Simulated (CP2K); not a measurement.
The C K edge of 2-hydroxypyrrole was computed by TDDFT (CP2K XAS_TDP, aug-cc-pVDZ, TDA) at these levels: PBE, PBEh(45%) and PBEh(45%) + GW2X. The first three lines of C2 (bonded to C, N and O) with a strength over 0.0015, energy in eV and strength:

```csv
run,first,second,third
1,271.61 (0.013),272.44 (0.013),272.71 (0.015)
2,289.96 (0.063),291.41 (0.004),292.30 (0.013)
3,284.41 (0.064),285.85 (0.004),286.74 (0.014)
```

Which run is which?

Run 1: PBE (0 % exact exchange). Run 2: PBEh(45%) + GW2X (45 % exact exchange). Run 3: PBEh(45%) (45 % exact exchange). Self-interaction lifts the core level, so the uncorrected lines rise with the share of exact exchange. The GW2X run keeps the spacings of its parent: 1.45 eV between the first two lines in run 2, 1.44 eV in run 3. Its shift is +5.55 eV, since the Kohn–Sham level at this share of exchange lies that far above the quasiparticle level.

[Banner, clock and machine lines of the logs are left out without a mark of their own.]

[Logs are printed without paths, hosts, clocks, repeated set-up lines and the standing remarks that a program may print on its own settings, such as how far it seeks lower states.]

[Hosts, paths, dates, database ids (printed as entryN), source tags and the programs' standing remarks are cut or masked in the printed files.]
